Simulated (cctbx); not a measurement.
# Lattice, Laue class and space group of a new crystal

Cell: a = 6.3820 Å, b = 6.8060 Å, c = 6.0900 Å, α = 90.00°, β = 115.55°, γ = 90.00°. Expected content of the cell: Cu6 S4 F4.

The data are simulated with cctbx, not measured: Cu Kα, λ = 1.54184 Å, to d = 0.8 Å, 80 % of the full sphere, strongest reflection 5000 counts, noise from counting, a 6 % proportional error and a noise floor of 2 counts (s.d.); no absorption, some extinction.

A first pass over the reflections prints:

```text
1567 reflections to d = 0.801 A
centring   violations  <I/sigma> of those
    A        514 of   781      6.7
    B        581 of   789      7.6
    C        557 of   784      7.4
    I        581 of   785      7.6
    R        738 of  1030      7.5
    F        826 of  1177      7.2
Laue class    unique    Rint  (classes that these axes allow; Friedel mates merged)
P -1              946   0.049
P 1 2/m 1         532   0.055
space group    extra absences  I>4sigma  <I/sigma>
P 1 2 1                 0          0         -  acentric
P 1 21 1                8          0      -0.3  acentric
P 1 m 1                 0          0         -  acentric
P 1 c 1                65          0       0.2  acentric
P 1 2/m 1               0          0         -  centric
P 1 21/m 1              8          0      -0.3  centric
P 1 2/c 1              65          0       0.2  centric
P 1 21/c 1             73          0       0.1  centric
Wilson B = 1.34 A^2   <|E^2-1|> = 0.915 (0.968 centric, 0.736 acentric)   E^2>4: 4.2 %
shell (A)         n   <I/sigma>
 6.81 - 1.60     72     15.0
 1.60 - 1.27     69     13.2
 1.27 - 1.11     66     12.0
 1.11 - 1.01     62     11.4
 1.01 - 0.94     63     10.9
 0.94 - 0.88     66      9.9
 0.88 - 0.84     64      7.6
 0.84 - 0.80     70      9.4
```

**Question.** What are the lattice type, the Laue class and the likely space group?

Every centring test has many violations, so the lattice is primitive.

Rint stays low (0.049 to 0.055) up to P 1 2/m 1, the highest class in these axes.

8 settings pass the absence test. The most absences obeyed, 73, belong to P 1 21/c 1 alone.

⟨|E²−1|⟩ = 0.915 leans to a centrosymmetric structure. The Wilson B of 1.34 Å² means U ≈ 0.0170 Å².

The true group is P2_1/c (no. 14), Laue class 2/m, centrosymmetric. The tables fix it.

The model is made up (kin elements in a known structure type, no relaxation), so it says nothing on whether the phase exists.

[Logs are printed without paths, hosts, clocks, repeated set-up lines and the standing remarks that a program may print on its own settings, such as how far it seeks lower states.]
